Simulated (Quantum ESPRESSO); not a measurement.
# Collinear magnetic orders of MgNi3C with Quantum ESPRESSO

Wanted: the moments of MgNi3C and the energy of each order that was tried.

Program: Quantum ESPRESSO 7.5. Level of theory: PBEsol; plane waves with GBRV 1.5 PBEsol potentials, no spin-orbit coupling. Results are calculated unless marked as measured.

## Step 1: The structure

Symmetry: Pm-3m, No. 221, cubic system. Conventional cell: a = 3.809 Å, b = 3.809 Å, c = 3.809 Å, α = 90.00°, β = 90.00°, γ = 90.00°. Nearest to Mg lie 12 Ni at 2.69 Å. Nearest to Ni lie 2 C at 1.90 Å and 8 Ni at 2.69 Å and 4 Mg at 2.69 Å. Nearest to C lie 6 Ni at 1.90 Å. Farther neighbours are not listed.

The cell comes from the Crystallography Open Database.

## Step 2: Run 1 (ferro +++)

The signs are those of the starting moments on the seeded atoms, the atoms that are given a moment.

pw.in

```
&CONTROL
  calculation = 'scf'
  prefix = 'pwscf'
  outdir = './tmp'
  pseudo_dir = './pseudo'
  disk_io = 'nowf'
/
&SYSTEM
  ibrav = 0
  celldm(1) = 8
  nat = 5
  ntyp = 3
  ecutwfc = 50
  ecutrho = 350
  nbnd = 46
  occupations = 'smearing'
  smearing = 'fd'
  degauss = 0.00367493
  nspin = 2
  starting_magnetization(1) = 0
  starting_magnetization(2) = 0.0556
  starting_magnetization(3) = 0
/
&ELECTRONS
  conv_thr = 1d-08
  electron_maxstep = 150
  mixing_beta = 0.1
/
ATOMIC_SPECIES
Mg     24.3050 mg_pbesol_v1.4.uspp.F.UPF
Ni     58.6934 ni_pbesol_v1.4.uspp.F.UPF
C      12.0110 c_pbesol_v1.2.uspp.F.UPF
CELL_PARAMETERS alat
   0.8997222295109    0.0000000000000    0.0000000000000
   0.0000000000000    0.8997222295109    0.0000000000000
   0.0000000000000    0.0000000000000    0.8997222295109
ATOMIC_POSITIONS crystal
Mg      0.0000000000    0.0000000000    0.0000000000
Ni      0.0000000000    0.5000000000    0.5000000000
Ni      0.5000000000    0.0000000000    0.5000000000
Ni      0.5000000000    0.5000000000    0.0000000000
C       0.5000000000    0.5000000000    0.5000000000
K_POINTS automatic
8 8 8 0 0 0
```

Launch:

```bash
OMP_NUM_THREADS=1 mpirun -n 2 pw.x -nk 2 -in pw.in > pw.out
```

Output:

```text
Program PWSCF v.7.5 starts

     Message from routine setup:
     using ibrav=0 with symmetry is DISCOURAGED, use correct ibrav instead

     K-points division:     npool     =       2
     Subspace diagonalization in iterative solution of the eigenvalue problem:

     G-vector sticks info
     --------------------
     sticks:   dense  smooth     PW     G-vecs:    dense   smooth      PW
     Sum        1449     829    249                41347    17845    2969

     Using Slab Decomposition

     bravais-lattice index     =            0
     lattice parameter (alat)  =       8.0000  a.u.
     unit-cell volume          =     372.9025 (a.u.)^3
     number of atoms/cell      =            5
     number of atomic types    =            3
     number of electrons       =        68.00
     number of Kohn-Sham states=           46
     kinetic-energy cutoff     =      50.0000  Ry
     charge density cutoff     =     350.0000  Ry
     scf convergence threshold =      1.0E-08
     mixing beta               =       0.1000
     number of iterations used =            8  plain     mixing
     Exchange-correlation= SLA  PW   PSX  PSC
                           (   1   4  10   8   0   0   0)

     celldm(1)=   8.000000  celldm(2)=   0.000000  celldm(3)=   0.000000
     celldm(4)=   0.000000  celldm(5)=   0.000000  celldm(6)=   0.000000

     crystal axes: (cart. coord. in units of alat)
               a(1) = (   0.899722   0.000000   0.000000 )
               a(2) = (   0.000000   0.899722   0.000000 )
               a(3) = (   0.000000   0.000000   0.899722 )

     reciprocal axes: (cart. coord. in units 2 pi/alat)
               b(1) = (  1.111454  0.000000  0.000000 )
               b(2) = (  0.000000  1.111454  0.000000 )
               b(3) = (  0.000000  0.000000  1.111454 )

     PseudoPot. # 1 for Mg read from file:
     mg_pbesol_v1.4.uspp.F.UPF
     Pseudo is Ultrasoft, Zval = 10.0
     Generated by new atomic code, or converted to UPF format
     Using radial grid of  821 points,  7 beta functions with:
                l(1) =   0
                l(2) =   0
                l(3) =   0
                l(4) =   1
                l(5) =   1
                l(6) =   2
                l(7) =   2
     Q(r) pseudized with  8 coefficients,  rinner =    1.200   1.200   1.200
                                                       1.200   1.200

     PseudoPot. # 2 for Ni read from file:
     ni_pbesol_v1.4.uspp.F.UPF
     Pseudo is Ultrasoft + core correction, Zval = 18.0
     Generated by new atomic code, or converted to UPF format
     Using radial grid of  865 points,  6 beta functions with:
                l(1) =   0
                l(2) =   0
                l(3) =   1
                l(4) =   1
                l(5) =   2
                l(6) =   2
     Q(r) pseudized with 10 coefficients,  rinner =    0.980   0.980   0.980
                                                       0.980   0.980

     PseudoPot. # 3 for C  read from file:
     c_pbesol_v1.2.uspp.F.UPF
     Pseudo is Ultrasoft + core correction, Zval =  4.0
     Generated by new atomic code, or converted to UPF format
     Using radial grid of  721 points,  4 beta functions with:
                l(1) =   0
                l(2) =   0
                l(3) =   1
                l(4) =   1
     Q(r) pseudized with  8 coefficients,  rinner =    1.100   1.100   1.100

     atomic species   valence    mass     pseudopotential
     Mg               10.00    24.30500     Mg( 1.00)
     Ni               18.00    58.69340     Ni( 1.00)
     C                 4.00    12.01100     C ( 1.00)

     Starting magnetic structure
     atomic species   magnetization
     Mg              0.000
     Ni              0.056
     C               0.000

     48 Sym. Ops., with inversion, found

   Cartesian axes

     site n.     atom                  positions (alat units)
         1        Mg     tau(   1) = (   0.0000000   0.0000000   0.0000000  )
         2        Ni     tau(   2) = (   0.0000000   0.4498611   0.4498611  )
         3        Ni     tau(   3) = (   0.4498611   0.0000000   0.4498611  )
         4        Ni     tau(   4) = (   0.4498611   0.4498611   0.0000000  )
         5        C      tau(   5) = (   0.4498611   0.4498611   0.4498611  )

     number of k points=    35  Fermi-Dirac smearing, width (Ry)=  0.0037
                       cart. coord. in units 2pi/alat
        k(    1) = (   0.0000000   0.0000000   0.0000000), wk =   0.0019531
        k(    2) = (   0.0000000   0.0000000   0.1389318), wk =   0.0117188
        k(    3) = (   0.0000000   0.0000000   0.2778635), wk =   0.0117188
        k(    4) = (   0.0000000   0.0000000   0.4167953), wk =   0.0117188
        k(    5) = (   0.0000000   0.0000000  -0.5557271), wk =   0.0058594
        [... 30 further k-points ...]

     Dense  grid:    41347 G-vectors     FFT dimensions: (  45,  45,  45)

     Smooth grid:    17845 G-vectors     FFT dimensions: (  36,  36,  36)

     Check: negative core charge=   -0.000006
     Generating pointlists ...
     new r_m :   0.2624 (alat units)  2.0995 (a.u.) for type    1
     new r_m :   0.1856 (alat units)  1.4845 (a.u.) for type    2
     new r_m :   0.1856 (alat units)  1.4845 (a.u.) for type    3

     Initial potential from superposition of free atoms

     starting charge      61.6997, renormalised to      68.0000
     Starting wfcs are   48 randomized atomic wfcs

     Self-consistent Calculation

     iteration #  1     ecut=    50.00 Ry     beta= 0.10
     Davidson diagonalization with overlap
     ethr =  1.00E-02,  avg # of iterations =  6.1

     total energy              =   -1168.59377448 Ry
     estimated scf accuracy    <     121.29481026 Ry

     total magnetization       =     0.84 Bohr mag/cell
     absolute magnetization    =     0.93 Bohr mag/cell

     iteration #  2     ecut=    50.00 Ry     beta= 0.10
     Davidson diagonalization with overlap
     ethr =  1.00E-02,  avg # of iterations =  3.8

     total energy              =   -1158.65956760 Ry
     estimated scf accuracy    <      37.45907264 Ry

     total magnetization       =     1.71 Bohr mag/cell
     absolute magnetization    =     1.96 Bohr mag/cell

     iteration #  3     ecut=    50.00 Ry     beta= 0.10
     Davidson diagonalization with overlap
     ethr =  1.00E-02,  avg # of iterations =  3.1

     total energy              =   -1165.55784420 Ry
     estimated scf accuracy    <       4.86996284 Ry

     total magnetization       =     0.34 Bohr mag/cell
     absolute magnetization    =     0.50 Bohr mag/cell

     [... further iterations left out ...]

     iteration # 19     ecut=    50.00 Ry     beta= 0.10
     Davidson diagonalization with overlap
     ethr =  6.10E-09,  avg # of iterations =  2.2

     total energy              =   -1165.91306107 Ry
     estimated scf accuracy    <       0.00000186 Ry

     total magnetization       =     0.04 Bohr mag/cell
     absolute magnetization    =     0.04 Bohr mag/cell

     iteration # 20     ecut=    50.00 Ry     beta= 0.10
     Davidson diagonalization with overlap
     ethr =  2.73E-09,  avg # of iterations =  1.5

     total energy              =   -1165.91305796 Ry
     estimated scf accuracy    <       0.00000040 Ry

     total magnetization       =     0.03 Bohr mag/cell
     absolute magnetization    =     0.03 Bohr mag/cell

     iteration # 21     ecut=    50.00 Ry     beta= 0.10
     Davidson diagonalization with overlap
     ethr =  5.90E-10,  avg # of iterations =  2.7

     total energy              =   -1165.91306301 Ry
     estimated scf accuracy    <       0.00000019 Ry

     total magnetization       =     0.00 Bohr mag/cell
     absolute magnetization    =     0.00 Bohr mag/cell

     iteration # 22     ecut=    50.00 Ry     beta= 0.10
     Davidson diagonalization with overlap
     ethr =  2.80E-10,  avg # of iterations =  1.9

     Magnetic moment per site  (integrated on atomic sphere of radius R)
     atom   1 (R=0.262)  charge=  8.7366  magn=  0.0000
     atom   2 (R=0.186)  charge= 15.3109  magn= -0.0007
     atom   3 (R=0.186)  charge= 15.3109  magn= -0.0007
     atom   4 (R=0.186)  charge= 15.3109  magn= -0.0007
     atom   5 (R=0.186)  charge=  2.8582  magn= -0.0002

     End of self-consistent calculation

     [... lines left out ...]
     the Fermi energy is    14.1004 ev

!    total energy              =   -1165.91306395 Ry
     estimated scf accuracy    <          6.1E-09 Ry
     smearing contrib. (-TS)   =      -0.00301529 Ry
     internal energy E=F+TS    =   -1165.91004866 Ry

     The total energy is F=E-TS. E is the sum of the following terms:
     one-electron contribution =    -765.97288731 Ry
     hartree contribution      =     414.29596240 Ry
     xc contribution           =    -125.94813979 Ry
     ewald contribution        =    -688.28498395 Ry

     total magnetization       =    -0.00 Bohr mag/cell
     absolute magnetization    =     0.00 Bohr mag/cell

     convergence has been achieved in  22 iterations

=------------------------------------------------------------------------------=
   JOB DONE.
=------------------------------------------------------------------------------=
```

It took 4 min on 2 MPI ranks of Arm Neoverse N1, shared host; peak memory 0.42 GiB.

Spin moment in the atom's sphere by atom:

| atom | spin moment in the atom's sphere (μB) |
| --- | --- |
| Mg1 | 0.0000 |
| Ni2 | -0.0007 |
| Ni3 | -0.0007 |
| Ni4 | -0.0007 |
| C5 | -0.0002 |

Numbers from this step:

```yaml
smearing_term_ts: 0.04103 eV
magnetization: 0 μB
absolute_magnetization: 0 μB
final_state: non-magnetic
```

(Part 1 of 2 ends here.)

[Logs and program files are shortened in this print: banners, set-up blocks, solver, clock and traceback lines can be left out without a mark of their own.]

[Logs are printed without paths, hosts, clocks, repeated set-up lines and the standing remarks that a program may print on its own settings, such as how far it seeks lower states.]

[Hosts, paths, dates, database ids (printed as entryN), source tags and the programs' standing remarks are cut or masked in the printed files.]

[Where a cell is said to come from a database of computed structures, the database is the Materials Project.]
